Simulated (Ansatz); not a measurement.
# SrLiBr3 (built on the sites of a database entry of BaLiF3): following an unstable mode, part 2 of 2

Aim: this structure of SrLiBr3 (built on the sites of a database entry of BaLiF3) is to be tested for unstable modes, and one is followed downhill.

Ansatz 0.2.0; DFT LDA, scalar-relativistic, plane waves, norm-conserving pseudopotentials.

So far, highest frequency on the path or at a solved wavevector (cm⁻¹): step 2 (the dispersion) 380. Also lowest frequency on the path (cm⁻¹): step 2 -84.9.

The structure was built from a prototype and need not be the compound's stable phase.

## (6) Relaxation from the frozen mode

Starting from the lowest point found, all atoms and the cell are let go, so that strain and other modes of the same symmetry can join in.

Input file input.yaml:

```yaml
crystal:
  lattice:
    - [4.9372379283, 4.9372379283, 0.0]
    - [4.9372379283, 0.0, 4.9372379283]
    - [4.9372379283, 0.0, -4.9372379283]
  atoms:
    - { symbol: Sr, position: [0.0, 0.0, 0.0] }
    - { symbol: Sr, position: [0.0, 0.5, 0.5] }
    - { symbol: Li, position: [0.5, 0.25, 0.75] }
    - { symbol: Li, position: [0.5, 0.75, 0.25] }
    - { symbol: Br, position: [0.585931461, -0.085931461, 0.5] }
    - { symbol: Br, position: [0.414068539, 0.585931461, 0.0] }
    - { symbol: Br, position: [0.585931461, 0.0, 0.0] }
    - { symbol: Br, position: [0.414068539, 0.5, 0.5] }
    - { symbol: Br, position: [0.0, 0.414068539, 0.0] }
    - { symbol: Br, position: [0.0, 0.085931461, 0.5] }
kpoints:
  mp_grid: { grid: [4, 4, 4] }
hamiltonian:
  xc: lda
  pseudopotentials: { kind: nc }
scf:
  occupations: { method: fixed }
output:
  forces: true
  stress: true
  eigenvalues: true
relax:
  adjacent_minimum: "off"
  f_tol: 0.002
  max_steps: 120
  cell: { stress_tol: 0.03 }
```

Run with:

```
> ansatz run input.yaml --threads 8 --pin off --max-ram 14336MiB --backend cpu --events-out ev --progress --plain --runs-dir out
```

Numbers of over 12 decimals in the logs are rounded to 6 here.

Log:

```text
[...]
Crystal: 10 atoms, lattice volume = 240.703 Å³
Basis set: ecut = 1006.821291 eV, 17477 PW (Γ)
Bands: 44, of which v1, the nominal top of the filled ones, is band 34 counted from 1 (33 counted from 0)
Symmetry: 12 space group operations
[...]
k-points: 13 of 64
[...]
SCF iter   1: F=—  HF=-4850.566155 eV  |F-HF|=—  |Δ(HF+E_count)|=         —  Δρ=3.71e-2  dr2=6.65e0  ethr=3.10e-3  ⟨swp⟩=9.5  Hψ=2824  notcnv=0  defer=83
[...]
SCF iter   7: F=-4847.700461 eV  HF=-4847.700461 eV  |F-HF|=5.03e-9  |Δ(HF+E_count)|=   2.33e-7  Δρ=5.12e-6  dr2=5.92e-8  ethr=1.47e-10  ⟨swp⟩=18.9  Hψ=4876  notcnv=0
SCF 1 converged in 7 iterations: F = -4847.700461 eV  dr2 = 5.92e-8
relax step   1: F+E_penalty+E_count = -4847.70046143 eV  Δ(F+E_penalty+E_count) = +0.000e0 eV  max|allowed force component| = 7.065e-2 eV/Å  Δτ_max = 0.0000 Å  P = +1.606 GPa  Ω = 240.703 Å³  (7 SCF iters, dr2 threshold 1.00e-7 eV, accepted)
Crystal: 10 atoms, lattice volume = 252.348 Å³
Basis set: ecut = 1006.821291 eV, 18251 PW (Γ)
[...]
iter 1 solved again at ethr=4.93e-5 eV; its pass at ethr=3.10e-3 eV (dr2=3.35e-2 eV) is discarded
[...]
SCF iter   5: F=-4847.826836 eV  HF=-4847.826836 eV  |F-HF|=1.73e-8  |Δ(HF+E_count)|=   4.78e-7  Δρ=5.15e-6  dr2=5.93e-8  ethr=1.47e-9  ⟨swp⟩=15.2  Hψ=4282  notcnv=0
SCF 2 converged in 5 iterations: F = -4847.826836 eV  dr2 = 5.93e-8
relax step   2: F+E_penalty+E_count = -4847.82683640 eV  Δ(F+E_penalty+E_count) = -1.264e-1 eV  max|allowed force component| = 4.930e-2 eV/Å  Δτ_max = 0.0269 Å  P = -0.604 GPa  Ω = 252.348 Å³  energy of the carried Pulay correction = -3.545e-4 eV  (5 SCF iters, dr2 threshold 1.00e-6 eV, accepted)
Crystal: 10 atoms, lattice volume = 249.337 Å³
Basis set: ecut = 1006.821291 eV, 18071 PW (Γ)
[...]
SCF iter   4: F=-4847.838150 eV  HF=-4847.838149 eV  |F-HF|=9.73e-8  |Δ(HF+E_count)|=   2.60e-6  Δρ=1.19e-5  dr2=3.00e-7  ethr=1.36e-9  ⟨swp⟩=14.3  Hψ=4649  notcnv=0
SCF 3 converged in 4 iterations: F = -4847.838150 eV  dr2 = 3.00e-7
relax step   3: F+E_penalty+E_count = -4847.83814957 eV  Δ(F+E_penalty+E_count) = -1.131e-2 eV  max|allowed force component| = 1.459e-3 eV/Å  Δτ_max = 0.0211 Å  P = -0.090 GPa  Ω = 249.337 Å³  energy of the carried Pulay correction = -2.645e-4 eV  (4 SCF iters, dr2 threshold 9.22e-7 eV, accepted)
[...]
relax step   4: F+E_penalty+E_count = -4847.83842241 eV  Δ(F+E_penalty+E_count) = -2.728e-4 eV  max|allowed force component| = 1.442e-3 eV/Å  Δτ_max = 0.0009 Å  P = -0.005 GPa  Ω = 248.637 Å³  energy of the carried Pulay correction = -2.434e-4 eV  (4 SCF iters, dr2 threshold 3.31e-8 eV, accepted)
[...]
SCF iter   1: F=—  HF=-4847.839077 eV  |F-HF|=—  |Δ(HF+E_count)|=         —  Δρ=8.03e-5  dr2=6.65e-7  ethr=1.15e-6  ⟨swp⟩=4.5  Hψ=4222  notcnv=0  defer=104
eigensolver tolerance schedule: the retry pair's looser diagonalisation over-reported the residual by 1176.33 of it (diagonalisation noise at 0.78 of the residual, at the tolerance the schedule requests for it); recorded, not acted on — ethr = c·dr2/N_el stays at c = 1.0e-1
[...]
SCF iter   2: F=—  HF=-4847.839184 eV  |F-HF|=—  |Δ(HF+E_count)|=   1.07e-4  Δρ=3.99e-5  dr2=1.62e-7  ethr=9.77e-10  ⟨swp⟩=3.9  Hψ=1409  notcnv=0  defer=102
[...]
SCF iter   5: F=-4847.839185 eV  HF=-4847.839185 eV  |F-HF|=6.37e-12  |Δ(HF+E_count)|=  2.46e-11  Δρ=6.48e-8  dr2=1.52e-11  ethr=1.00e-12  ⟨swp⟩=18.4  Hψ=4532  notcnv=0
SCF 5 converged in 5 iterations: F = -4847.839185 eV  dr2 = 1.52e-11
relax step   5: F+E_penalty+E_count = -4847.83918461 eV  Δ(F+E_penalty+E_count) = -7.622e-4 eV  max|allowed force component| = 1.443e-3 eV/Å  Δτ_max = 0.0000 Å  P = +0.003 GPa  Ω = 248.637 Å³  stress off target by 1.24e-2 GPa  SCF on the basis re-selected at this cell (its energy is not comparable with the rows above)  (5 SCF iters)
basis re-selected at this cell: Δ(F+E_penalty+E_count) = -7.622e-4 eV, ΔP = +0.007 GPa vs the last step (what re-selecting the basis moved, of the pressure what is left beyond the Pulay correction that the steps carried, after the strain that the cell walked since its last selection, with what the two solves' SCF thresholds leave and, on support functions, any second-order correction that the steps lacked; it is no measure of the basis error at this ecutwfc). The dense FFT grid was sized anew with the basis: this SCF ran on 75×75×72 points, the steps before it on 75×75×75, so part of this shift can come from that change (see relax.cell in the input reference). [rest of the remark cut]
SCF converged after 5 iterations
Free energy (F): -4847.839185 eV
[...]
Internal energy: -4847.839185 eV  (E = F + TS)
E sigma→0 (E₀):  -4847.839185 eV
Fermi energy:    4.455097 eV
[...]
--- Forces (eV/Å), atoms counted from 1 ---
  atom   1  Sr     0.00000000    -0.00000000     0.00000000
  atom   2  Sr     0.00000000     0.00000000    -0.00000000
  atom   3  Li     0.00000000    -0.00000000     0.00000000
  atom   4  Li     0.00000000     0.00000000    -0.00000000
  atom   5  Br    -0.00000000    -0.00144309     0.00144309
  atom   6  Br     0.00000000     0.00144309    -0.00144309
  atom   7  Br    -0.00144309    -0.00144309    -0.00000000
  atom   8  Br     0.00144309     0.00144309     0.00000000
  atom   9  Br     0.00144309    -0.00000000     0.00144309
  atom  10  Br    -0.00144309     0.00000000    -0.00144309
  max |Σ_I F_I| component: 1.06e-17 eV/Å
--- Stress (GPa, compression-positive) ---
        0.002609       0.007514       0.007514
        0.007514       0.002609      -0.007514
        0.007514      -0.007514       0.002609
  P = ⅓ Tr σ = 0.0026 GPa (0.026 kbar)
--- Band table (eV; the first three rows and the last of 13) ---
  k-point 0: bands = [... 30 lower, 3.7704, 4.0938, 4.0938, 4.4551, 7.8871, 8.7369, 9.1924, 9.1924, ... 6 higher]
  k-point 1: bands = [... 30 lower, 3.5813, 3.6342, 3.8145, 3.8145, 8.8272, 9.0176, 9.1778, 9.1778, ... 6 higher]
  k-point 2: bands = [... 30 lower, 3.4200, 3.4200, 3.4200, 3.4200, 9.5271, 9.5271, 9.5271, 9.5271, ... 6 higher]
  k-point 12: bands = [... 30 lower, 3.4944, 3.4944, 3.8301, 3.8301, 9.4007, 9.4007, 9.7015, 9.7015, ... 6 higher]
--- Relaxed structure (4 steps of the walk, 4 accepted, 1 SCFs on fresh bases) ---
  F+E_penalty+E_count = -4847.83918461 eV   max|allowed force component| = 1.443e-3 eV/Å   (the final SCF, on the basis selected at the relaxed cell)
  cell:  # Å, volume = 248.6368 Å³
    - [5.122619, 5.122619, 0.0]
    - [5.122619, 0.0, 5.122619]
    - [4.865887, 0.256732, -4.865887]
  atoms:
    - { symbol: Sr, position: [2.8547597760119686e-19, -1.1199442198200904e-19, -1.097984529235378e-19] }
    - { symbol: Sr, position: [1.6263032587282567e-18, 0.5, 0.5] }
    - { symbol: Li, position: [0.5, 0.250000, 0.75] }
    - { symbol: Li, position: [0.500000, 0.75, 0.25] }
    - { symbol: Br, position: [0.592684, -0.092684, 0.500000] }
    - { symbol: Br, position: [0.407316, 0.592684, -5.551115123125783e-17] }
    - { symbol: Br, position: [0.592684, -2.380703782872161e-19, 2.6459160868958074e-19] }
    - { symbol: Br, position: [0.407316, 0.5, 0.5] }
    - { symbol: Br, position: [0.0, 0.407316, 0.0] }
    - { symbol: Br, position: [0.0, 0.092684, 0.500000] }
```

Elapsed: 17 s, on 8 threads of Intel Xeon Platinum 8488C (Sapphire Rapids), shared host; peak memory 2.1 GiB.

Relaxation path:

```
step  energy less that of the first step (eV)  largest force component (eV/Å)  pressure (GPa)  volume (Å³)
   1                                   0.0000                          0.0707            1.61       240.70
   2                                  -0.1264                          0.0493           -0.60       252.35
   3                                  -0.1377                          0.0015           -0.09       249.34
   4                                  -0.1380                          0.0014            0.00       248.64
  5*                                  -0.1387                          0.0014            0.00       248.64
```

Relaxation steps marked * repeat the geometry before them on a plane-wave basis chosen anew for their cell, so energy and pressure can jump there.

Forces are held to the 12 operations that the run works with; a distortion that breaks them can't arise in this run.

```
conventional cell, symmetrised  before   after  change
                         a (Å)   6.982   7.244  +3.8 %
                         b (Å)   6.982   7.244  +3.8 %
                         c (Å)  17.103  16.411  -4.0 %
              volume (Å³/atom)   24.07   24.86  +3.3 %
```

The atoms that moved most (Å, as changes of fractional coordinates times the final cell):

```
atom      dx      dy      dz  length
 Br5   0.000   0.035  -0.035   0.049
 Br7   0.035   0.035   0.000   0.049
 Br6   0.000  -0.035   0.035   0.049
 Br8  -0.035  -0.035   0.000   0.049
Br10   0.035   0.000   0.035   0.049
 Br9  -0.035   0.000  -0.035   0.049
```

The relaxed structure:

```
Sr Li Br
1.0
     5.12262    5.12262    0.00000
     5.12262    0.00000    5.12262
     4.86589    0.25673   -4.86589
Sr Li Br
2 2 6
Cartesian
  0.0000 0.0000 0.0000
  4.9943 0.1284 0.1284
  7.4914 2.7539 -2.3688
  7.6197 2.6255 2.6255
  4.9943 3.1645 -2.9077
  5.1226 2.0865 3.0361
  3.0361 3.0361 0.0000
  7.0808 2.2149 0.1284
  2.0865 0.0000 2.0865
  2.9077 0.1284 -1.9582
```

This step gave:

```
pressure          : 0.002609 GPa
gap on the k-mesh : 3.432 eV
volume per atom   : 24.86 Å³
```

The distorted start has space group R-3c; the relaxation ends in R-3c.

## (7) What came out

```yaml
unstable_mode_of_the_parent: q = (-0.5, -0.5, -0.5), 85i cm⁻¹
depth_at_the_lowest_point_sampled: 95.2 meV/atom
largest_atomic_shift_at_that_point: 0.6 Å
space_group_reached_within_0p01_a: R-3c
energy_gained_over_the_parent_first_relaxation_on_the_mesh_of_the_frozen_mode: 109 meV/atom
volume_per_atom_phase_reached: 24.9 Å³
gap_on_the_k_mesh_phase_reached: 3.43 eV
```

What this shows: Along this mode the structure falls into R-3c, 109 meV/atom below the parent. At the parent's cell the well is 95.22 meV/atom deep on the steps tried, with its lowest point at a shift of 0.6 Å. That is the last step tried, so the steps alone don't bracket the bottom of the well. Relaxing atoms and cell changes the gain by +13.87 meV/atom against the lowest step (energies at zero smearing). The modes of the phase reached were not computed on this path. Of the 4 patterns followed to their end from this parent, this one ends 10.8 meV/atom above the lowest, Imma. Each path keeps the symmetry of its pattern, so a lower phase may lie along a pattern not tried. The starting cell was built on a prototype and not taken from a measurement, so the phase need not exist.

[Logs are printed without paths, hosts, clocks, repeated set-up lines and the standing remarks that a program may print on its own settings, such as how far it seeks lower states.]

[Hosts, paths, dates, database ids (printed as entryN), source tags and the programs' standing remarks are cut or masked in the printed files.]
